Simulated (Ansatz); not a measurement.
An input for Ansatz 0.2.0 (MoS2 (P6_3/mmc)):

```yaml
crystal:
  lattice:
    - [3.1579598862, 0.0, 0.0]
    - [-1.5789799431, 2.7348734856, 0.0]
    - [0.0, 0.0, 12.2880904366]
  atoms:
    - { symbol: Mo, position: [0.3333333333, 0.6666666667, 0.25] }
    - { symbol: Mo, position: [0.6666666667, 0.3333333333, 0.75] }
    - { symbol: S, position: [0.3333333333, 0.6666666667, 0.6226282261] }
    - { symbol: S, position: [0.6666666667, 0.3333333333, 0.1226282261] }
    - { symbol: S, position: [0.3333333333, 0.6666666667, 0.8773717739] }
    - { symbol: S, position: [0.6666666667, 0.3333333333, 0.3773717739] }
kpoints:
  mp_grid: { grid: [6, 6, 2] }
  band_path:
    path:
      - [0.0, 0.0, 0.0]
      - [0.5, 0.0, 0.0]
      - [0.33333333, 0.33333333, 0.0]
      - [0.0, 0.0, 0.5]
      - [0.5, 0.0, 0.5]
      - [0.33333333, 0.33333333, 0.5]
      - [0.1666666667, 0.1666666667, 0.0]
    npoints: 1
hamiltonian:
  xc: hse06
scf:
  occupations: { method: fixed }
  n_extra_bands: 6
output:
  eigenvalues: true
basis:
  ecutwfc: 550.0
```

The database entry behind the starting cell differs from later determinations by our own check (about 0.3 % long), so it need not match the best structure at ambient conditions.

```sh
ansatz run input.yaml --threads 3 --pin off --max-ram 92160MiB --backend cuda --events-out ev --progress --plain --runs-dir out --devices 1 --max-vram 13GiB  # rebuilt from the run's record
```

How long will it take on 1 × NVIDIA H100 80GB HBM3 (shared by 6 runs) with 3 threads of AMD EPYC 7R13 (Zen 3), shared host, and how much memory?

It took 24 s; on shared hardware allow 12 s to 48 s. Peak host memory was 1.3 GiB. The sizes that set the cost: 3083 plane waves a state, 14 irreducible k points and 16 SCF cycles.

Exact exchange couples every pair of k points and filled bands, so it costs far more than a semilocal run.

[Paths, hosts, dates, memory and timing lines, banners, echoed tables and standing remarks are left out of the program output.]

[Logs are printed without paths, hosts, clocks, repeated set-up lines and the standing remarks that a program may print on its own settings, such as how far it seeks lower states.]

[Runs of the session that timed out or met a known fault of the program may be left out.]

[Cells called generated may have been cut or substituted from an entry of the Crystallography Open Database or the Materials Project.]

[Hosts, paths, dates, database ids (printed as entryN), source tags and the programs' standing remarks are cut or masked in the printed files.]
